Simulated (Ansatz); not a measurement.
# CsCu2I3 (Cmcm): a many-body input that goes wrong, and its mend

Aim: the G0W0 gap of CsCu2I3 (Cmcm). The first input has a fault.

Program: Ansatz 0.2.0. Level of theory: G0W0 on r2SCAN, plane waves, PAW. Results are calculated unless marked as measured.

In doubt: one-shot GW on d or f shells is unsure, so the values of those runs are not to be relied on.

## Step 1: Set-up

Symmetry: Cmcm, No. 63, orthorhombic system. Conventional cell: a = 10.548 Å, b = 13.172 Å, c = 6.097 Å, α = 90.00°, β = 90.00°, γ = 90.00°. Cs has 10 I at 3.88 to 4.47 Å nearest. Nearest to Cu lie 4 I at 2.60 to 2.70 Å. Nearest to I lie 4 Cu at 2.70 Å and 2 Cs at 4.09 Å. I has 2 Cu at 2.60 Å and 4 Cs at 3.88 to 4.47 Å nearest. Farther neighbours and most contacts between anions are not listed.

The cell and positions come from the Crystallography Open Database and are kept as given unless a step says otherwise. Spin-orbit coupling is left out unless a step names it. The default PAW set here is soft_2. Its files were made with PBE.

## Step 2: First try

input.yaml reads:

```yaml
crystal:
  lattice:
    - [5.27395, -6.58625, 0.0]
    - [5.27395, 6.58625, 0.0]
    - [0.0, 0.0, 6.09718]
  atoms:
    - { symbol: Cs, position: [0.3278, 0.6722, 0.25] }
    - { symbol: Cs, position: [0.6722, 0.3278, 0.75] }
    - { symbol: Cu, position: [0.851, 0.851, 0.0] }
    - { symbol: Cu, position: [0.149, 0.149, 0.5] }
    - { symbol: Cu, position: [0.149, 0.149, 0.0] }
    - { symbol: Cu, position: [0.851, 0.851, 0.5] }
    - { symbol: I, position: [0.8796, 0.1204, 0.25] }
    - { symbol: I, position: [0.1204, 0.8796, 0.75] }
    - { symbol: I, position: [0.836, 0.598, 0.25] }
    - { symbol: I, position: [0.164, 0.402, 0.75] }
    - { symbol: I, position: [0.598, 0.836, 0.75] }
    - { symbol: I, position: [0.402, 0.164, 0.25] }
kpoints:
  mp_grid: { grid: [1, 1, 1] }
hamiltonian:
  xc: r2scan
scf:
  occupations: { method: fixed }
gw:
  n_empty_bands: 688
  ecut_chi: 80
  qp_bands: [v4, c4]
  qp_kpoints: band_edges
  screening: { model: contour_deformation }
```

Launch:

```
$ ansatz run input.yaml --threads 24 --pin off --max-ram 82944MiB --backend cuda --events-out ev --progress --plain --runs-dir out --devices 1 --max-vram 78GiB
```

Numbers of over 12 decimals in the logs are rounded to 6 here.

Output:

```text
GPUs: using 1 of 1 available (devices: 1).
Engine: ansatz 0.2.0, aarch64-unknown-linux-gnu
Pseudopotentials: kind: paw
Pseudopotential: Cs, paw, valence charge 9, recommended cutoff 500 eV (meta_gga), Cs.paw.azcp
Pseudopotential: Cu, paw, valence charge 19, recommended cutoff 500 eV (meta_gga), Cu.paw.azcp
Pseudopotential: I, paw, valence charge 17, recommended cutoff 500 eV (meta_gga), I.paw.azcp
Functional definition: r2SCAN
  parameter k0 = 0.174
  parameter k1 = 0.065
  parameter a1 = 4.9479
  exchange = r2scan_x(k0 = k0, k1 = k1, a1 = a1)
  correlation = r2scan_c
device memory: the entry about to start is reckoned to put 2.8 GiB on a device that reports 165.3 GiB free (of which the cap on the GPU budget leaves the run 78.0 GiB)
GPU FFT provider: cuFFT
GPU libraries: cuBLAS 13.8.1, cuFFT 12.4.0, cuSOLVER 12.3.2
GPU matrix products: emulated (plane waves: as basis.precision tells), large ones in fixed point in workspaces of 1.00 GiB
Crystal: 12 atoms, lattice volume = 423.578 Å³
Basis set: ecut = 500 eV, 10765 PW (Γ), exchange–correlation on 256×256×180 points (64 copies of the dense FFT grid, shifted against one another)
Bands: 118, of which v1, the nominal top of the filled ones, is band 98 counted from 1 (97 counted from 0)
Symmetry: 8 space group operations
Space group: Cmcm (ITA 63), of the structure as read, at distance tolerance 7.5e-5 Å
k-points: 1
Non-local potential: Cs, projectors of the file, l = 0: 3, l = 1: 2, l = 2: 2, l = 3: 2
Non-local potential: Cu, projectors of the file, l = 0: 3, l = 1: 2, l = 2: 3, l = 3: 1
Non-local potential: I, projectors of the file, l = 0: 2, l = 1: 2, l = 2: 2, l = 3: 2
PAW form: soft (Blöchl's): semilocal exchange-correlation on the pseudo side does not see the compensation charge
PAW frozen core: Cs, regenerated for the run's functional (the file was generated under x = pbe(κ = 0.804, μ = 0.219515), c = pbe(β = 0.066725))
PAW frozen core: Cu, regenerated for the run's functional (the file was generated under x = pbe(κ = 0.804, μ = 0.219515), c = pbe(β = 0.066725))
PAW frozen core: I, regenerated for the run's functional (the file was generated under x = pbe(κ = 0.804, μ = 0.219515), c = pbe(β = 0.066725))
PAW one-centre angular grid: Cs, 302 points (default); XC on 160 Gauss nodes
PAW one-centre angular grid: Cu, 590 points (default); XC on 160 Gauss nodes
PAW one-centre angular grid: I, 590 points (default); XC on 160 Gauss nodes
Initial density: superposition of atomic densities (neutral atoms: chi_scale 0, normalization atom), corrected by the library's trained network
Initial wavefunctions: pseudopotential atomic-orbital guess
GPU buffer pool allocated for 184320 grid points (all kernels)
GPU transforms: local potential and band sums: pruned to the plane-wave sphere, on 64×64×45
Functional: x = r2scan, c = r2scan; τ floored in thin density (d = 2e-4 eV/Å³)
SCF iter   1: F=—  HF=-83072.445957 eV  |F-HF|=—  |Δ(HF+E_count)|=         —  Δρ=1.53e-2  dr2=5.86e-1  dr2_τ=9.29e-3  ethr=1.77e-3  ⟨swp⟩=6.0  Hψ=382  notcnv=0  defer=16
preconditioner: auto → Resta (q_TF=auto, 2.399 Å⁻¹)  ε∞=4.6  [insulator: Δε(μ)=2.711 eV  Ē_g=9.482 eV  n_scr=96 (ndim 8)  ℏωp=18.0 eV  f_vac=0.164  ε∞_Penn≈4.6]
SCF iter   2: F=—  HF=-83072.489426 eV  |F-HF|=—  |Δ(HF+E_count)|=   4.35e-2  Δρ=9.15e-3  dr2=2.35e-1  dr2_τ=5.18e-3  ethr=2.99e-4  ⟨swp⟩=3.0  Hψ=242  notcnv=0  defer=16
SCF iter   3: F=—  HF=-83072.414755 eV  |F-HF|=—  |Δ(HF+E_count)|=   7.47e-2  Δρ=3.88e-3  dr2=4.60e-2  dr2_τ=6.19e-4  ethr=1.20e-4  ⟨swp⟩=2.0  Hψ=211  notcnv=0  defer=14
SCF iter   4: F=—  HF=-83072.413900 eV  |F-HF|=—  |Δ(HF+E_count)|=   8.55e-4  Δρ=5.97e-4  dr2=2.18e-3  dr2_τ=6.02e-5  ethr=2.35e-5  ⟨swp⟩=3.0  Hψ=160  notcnv=0  defer=18
SCF iter   5: F=—  HF=-83072.414944 eV  |F-HF|=—  |Δ(HF+E_count)|=   1.04e-3  Δρ=2.11e-4  dr2=2.55e-4  dr2_τ=6.93e-6  ethr=1.11e-6  ⟨swp⟩=2.0  Hψ=159  notcnv=0  defer=18
SCF iter   6: F=—  HF=-83072.415063 eV  |F-HF|=—  |Δ(HF+E_count)|=   1.19e-4  Δρ=1.05e-4  dr2=4.03e-5  dr2_τ=3.05e-7  ethr=1.30e-7  ⟨swp⟩=2.0  Hψ=158  notcnv=0  defer=18
SCF iter   7: F=—  HF=-83072.415070 eV  |F-HF|=—  |Δ(HF+E_count)|=   7.01e-6  Δρ=1.55e-5  dr2=1.11e-6  dr2_τ=5.46e-8  ethr=2.06e-8  ⟨swp⟩=2.0  Hψ=150  notcnv=0  defer=16
SCF iter   8: F=—  HF=-83072.415071 eV  |F-HF|=—  |Δ(HF+E_count)|=   8.17e-7  Δρ=6.88e-6  dr2=2.14e-7  dr2_τ=3.09e-9  ethr=5.67e-10  ⟨swp⟩=2.0  Hψ=189  notcnv=0  defer=16
SCF iter   9: F=-83072.415071 eV  HF=-83072.415071 eV  |F-HF|=1.63e-9  |Δ(HF+E_count)|=   6.16e-8  Δρ=1.89e-6  dr2=1.58e-8  dr2_τ=4.20e-10  ethr=5.10e-11  ⟨swp⟩=17.0  Hψ=699  notcnv=0
SCF 1 converged in 9 iterations: F = -83072.415071 eV  dr2 = 1.58e-8
[...]
device memory: the entry about to start is reckoned to put 2.8 GiB on a device that reports 165.2 GiB free (of which the cap on the GPU budget leaves the run 78.0 GiB)
NSCF: frozen V_eff on 1 k-points
[...]
device memory: the entry about to start is reckoned to put 2.4 GiB on a device that reports 165.0 GiB free (of which the cap on the GPU budget leaves the run 78.0 GiB)
NSCF: frozen V_eff on 1 k-points
G₀W₀ screening: q 1/1
G₀W₀ self-energy: k 1/1
device memory: the entry about to start is reckoned to put 1.0 GiB on a device that reports 164.7 GiB free (of which the cap on the GPU budget leaves the run 78.0 GiB)
NSCF: frozen V_eff on 1 k-points
device memory: the entry about to start is reckoned to put 1.0 GiB on a device that reports 165.6 GiB free (of which the cap on the GPU budget leaves the run 78.0 GiB)
NSCF: frozen V_eff on 1 k-points
device memory: the entry about to start is reckoned to put 1.0 GiB on a device that reports 165.6 GiB free (of which the cap on the GPU budget leaves the run 78.0 GiB)
NSCF: frozen V_eff on 1 k-points
device memory: the entry about to start is reckoned to put 1.0 GiB on a device that reports 165.6 GiB free (of which the cap on the GPU budget leaves the run 78.0 GiB)
NSCF: frozen V_eff on 1 k-points
device memory: the entry about to start is reckoned to put 1.0 GiB on a device that reports 165.6 GiB free (of which the cap on the GPU budget leaves the run 78.0 GiB)
NSCF: frozen V_eff on 1 k-points
device memory: the entry about to start is reckoned to put 1.0 GiB on a device that reports 165.6 GiB free (of which the cap on the GPU budget leaves the run 78.0 GiB)
NSCF: frozen V_eff on 1 k-points
device memory: the entry about to start is reckoned to put 1.0 GiB on a device that reports 165.6 GiB free (of which the cap on the GPU budget leaves the run 78.0 GiB)
NSCF: frozen V_eff on 1 k-points
SCF converged after 9 iterations
Free energy (F): -83072.415071 eV
Harris-Foulkes:  -83072.415071 eV  (|F-HF|=1.63e-9)
Internal energy: -83072.415071 eV  (E = F + TS)
E sigma→0 (E₀):  -83072.415071 eV
Fermi energy:    6.241179 eV
--- Per-component energies (eV) ---
  E_band       = -4665.415408
  E_kinetic    = 2621.579880
  E_local      = -44839.807105  (includes V_loc(G=0)·N_el)
  E_nonlocal   = 1166.573930
  E_hartree    = 21287.323370
  E_xc         = -1376.566622
  E_vxc        = -1596.708393  (∫ρ·V_xc dr)
  E_paw        = -45995.585019  (= ΣΔE_a)
  E_vpaw       = -4687.768412  (= ΣTr[D̂ρ^β])
  E_aug_tail   = 0.000414  (compensation charges beyond the density's cutoff)
  E_vtau       = 96.046236  (kinetic-family band-sum trace: ∫τ·v_τ [+ j·A + Jᵃ·Aᵃ] dr)
  E_ewald      = -15935.267565
  E_core_change = -0.666355  (= ΣΔE_core)
  E_smearing   = -0.000000  (= −TS)
  E_closure    = 0.000000  (closes the sum)
  Σ components = -83072.415071   (vs F -83072.415071, Δ=0.00e0)
--- Band table (eV) ---
  k-point 0: bands = [... 94 lower, 5.5750, 6.0357, 6.0500, 6.2412, 8.7746, 9.5919, 9.6622, 9.6875, ... 16 higher]
--- G₀W₀: contour deformation, 6 samples at zero and on the imaginary axis and 1 off it, 1 q-point, 688 empty bands' worth ---
  eigenvalues of the whole cell's RPA ε∞ on this k-mesh (on a slab, of 1 + 4πα/V) = 4.7313, 5.3211, 5.5494; static W/v taken at q = 0 is 0.195450
  gw.qp_kpoints: band_edges: 1 of 1 stored k-point solved, in 1 pass; an edge of the gap read off the rows below is read off those points alone
    ik  band        ε_KS         Σx   Σc(E_QP)       V_xc       Z   E_QP_lin       E_QP  E_QP is
     0    95      5.5750   -35.8020     6.1666   -29.1323  0.6931     5.0635     5.0719  root
     0    96      6.0357   -32.4353     5.1957   -26.7366  0.7145     5.5254     5.5327  root
     0    97      6.0500   -35.2553     5.6122   -29.2300  0.7065     5.6321     5.6369  root
     0    98      6.2412   -34.7578     5.4975   -28.8175  0.7105     5.7928     5.7984  root
     0    99      8.7746    -6.3913    -4.0395   -10.6497  0.7878     8.9945     8.9935  root
     0   100      9.5919    -7.4226    -3.4476   -11.0618  0.7827     9.7843     9.7836  root
     0   101      9.6622    -7.5755    -3.8194   -11.8065  0.7793    10.0775    10.0737  root
     0   102      9.6875    -8.2654    -4.0155   -12.8147  0.7752    10.2279    10.2214  root
```

Wall time 3.4 s (1 × NVIDIA GB200 (shared by 2 runs) with 24 threads of Arm Neoverse V2, shared host); peak memory 2.3 GiB.

**Diagnosis.**

The run ended normally, though the input holds a fault or crude settings.

The fault: G0W0 on a mesh far too coarse. So few points can't sample the density or the screening, and the band edges may lie elsewhere in the zone.

It printed a gap of 3.20 eV, which is an artefact of the settings.

## Step 3: A better input

Now the one-shot GW correction: screening in the RPA, then the self-energy of the levels asked for.

input.yaml: that of step 2 with these lines changed.

```diff
@@ -19,3 +19,3 @@
 kpoints:
-  mp_grid: { grid: [1, 1, 1] }
+  mp_grid: { grid: [2, 2, 2] }
 hamiltonian:
@@ -25,4 +25,4 @@
 gw:
-  n_empty_bands: 688
-  ecut_chi: 80
+  n_empty_bands: 447
+  ecut_chi: 60
   qp_bands: [v4, c4]
```

Output:

```text
GPUs: using 1 of 1 available (devices: 1).
[...]
Crystal: 12 atoms, lattice volume = 423.578 Å³
Basis set: ecut = 500 eV, 10765 PW (Γ), exchange–correlation on 256×256×180 points (64 copies of the dense FFT grid, shifted against one another)
Bands: 118, of which v1, the nominal top of the filled ones, is band 98 counted from 1 (97 counted from 0)
[... 1 set-up line as in the run before ...]
[...]
k-points: 6 of 8
[...]
SCF iter   1: F=—  HF=-83073.777029 eV  |F-HF|=—  |Δ(HF+E_count)|=         —  Δρ=1.66e-2  dr2=6.99e-1  dr2_τ=7.73e-3  ethr=1.77e-3  ⟨swp⟩=5.3  Hψ=2276  notcnv=0  defer=100
[...]
SCF iter   9: F=-83073.692983 eV  HF=-83073.692983 eV  |F-HF|=1.28e-9  |Δ(HF+E_count)|=   7.82e-8  Δρ=1.75e-6  dr2=1.41e-8  dr2_τ=1.01e-10  ethr=5.10e-11  ⟨swp⟩=15.5  Hψ=3821  notcnv=0
SCF 1 converged in 9 iterations: F = -83073.692983 eV  dr2 = 1.41e-8
[...]
SCF converged after 9 iterations
[...]
0    95      5.5798   -36.1750     5.8325   -29.5896  0.7223     4.8137     4.8270  root
     0    96      6.0319   -32.4423     4.7685   -27.0039  0.7447     5.3534     5.3621  root
     0    97      6.0570   -35.6486     5.3621   -29.6028  0.7344     5.3636     5.3732  root
     0    98      6.2437   -34.9115     5.1057   -29.1507  0.7402     5.5803     5.5886  root
     0    99      8.7399    -6.8001    -3.4124   -10.6903  0.8234     9.2204     9.2177  root
     0   100      9.5652    -7.9189    -2.8655   -11.1944  0.8188     9.9773     9.9753  root
     0   101      9.6592    -7.8597    -3.3144   -11.8778  0.8111    10.3694    10.3629  root
     0   102      9.6776    -8.5271    -3.4922   -12.8665  0.8072    10.5344    10.5248  root
[...]
5    99     10.4051    -7.9325    -3.7087   -12.4676  0.8056    11.2419    11.2314  root
     5   100     10.4051    -7.9325    -3.7087   -12.4676  0.8056    11.2419    11.2314  root
     5   101     10.5910    -8.5749    -3.7630   -13.2309  0.8016    11.4968    11.4840  root
     5   102     10.5910    -8.5749    -3.7630   -13.2309  0.8016    11.4968    11.4840  root
```

Elapsed: 8.5 s, on 1 × NVIDIA GB200 (shared by 2 runs) with 24 threads; peak memory 3.1 GiB; 26 s of CPU time.

This step gave:

```
bands summed                                 : 545
RPA ε∞ on this mesh (eigenvalues)            : 3.807, 3.884, 3.940
plane waves in the screening matrix          : 461
q-points in the mesh                         : 8
G0W0 gap on the mesh                         : 3.629 eV
k of the valence top                         : 0, 0, 0
k of the conduction bottom                   : 0, 0, 0
starting gap on the mesh                     : 2.496 eV
Z at the valence top                         : 0.7402
Z at the conduction bottom                   : 0.8234
least direct G0W0 gap on the computed points : 3.629 eV
```

The gap on the mesh goes from 2.50 eV to 3.63 eV, a correction of +1.13 eV. Between the two edge states, bare exchange in place of the xc potential would open the gap by 9.65 eV, and correlation takes back 8.52 eV.

## Step 4: Results

```json
{"first try": "converged after 3.4 s", "better run": "G0W0 gap on the mesh 3.63 eV (2×2×2 mesh, 447 empty bands, screening to 60 eV)"}
```

**Reading.** The second run differs in: mesh, empty bands and screening cutoff (eV). Bands and cutoff are finite, so the gap is not at the basis limit. The miss can reach some tenths of an eV and take either sign; the mesh is an error of its own. The 2×2×2 mesh is coarse for this cell (its supercell is 12 Å along the shortest edge). The RPA ε∞ on it, from the r2SCAN start, is 3.81, 3.88 and 3.94; such meshes misread the long-range screening, most where the gap is narrow. A d shell, filled or nearly so, lies near the gap. One-shot GW converges very slowly in bands there, not always from below, and on a semilocal start the gap tends to come out low; starts rich in exact exchange can overshoot instead. The many-body steps are scalar-relativistic: spin-orbit coupling is not in them.

[Paths, hosts, dates, memory and timing lines, banners, echoed tables and standing remarks are left out of the program output.]

[Logs are printed without paths, hosts, clocks, repeated set-up lines and the standing remarks that a program may print on its own settings, such as how far it seeks lower states.]

[Runs of the session that timed out or met a known fault of the program may be left out.]

[Cells called generated may have been cut or substituted from an entry of the Crystallography Open Database or the Materials Project.]

[Hosts, paths, dates, database ids (printed as entryN), source tags and the programs' standing remarks are cut or masked in the printed files.]
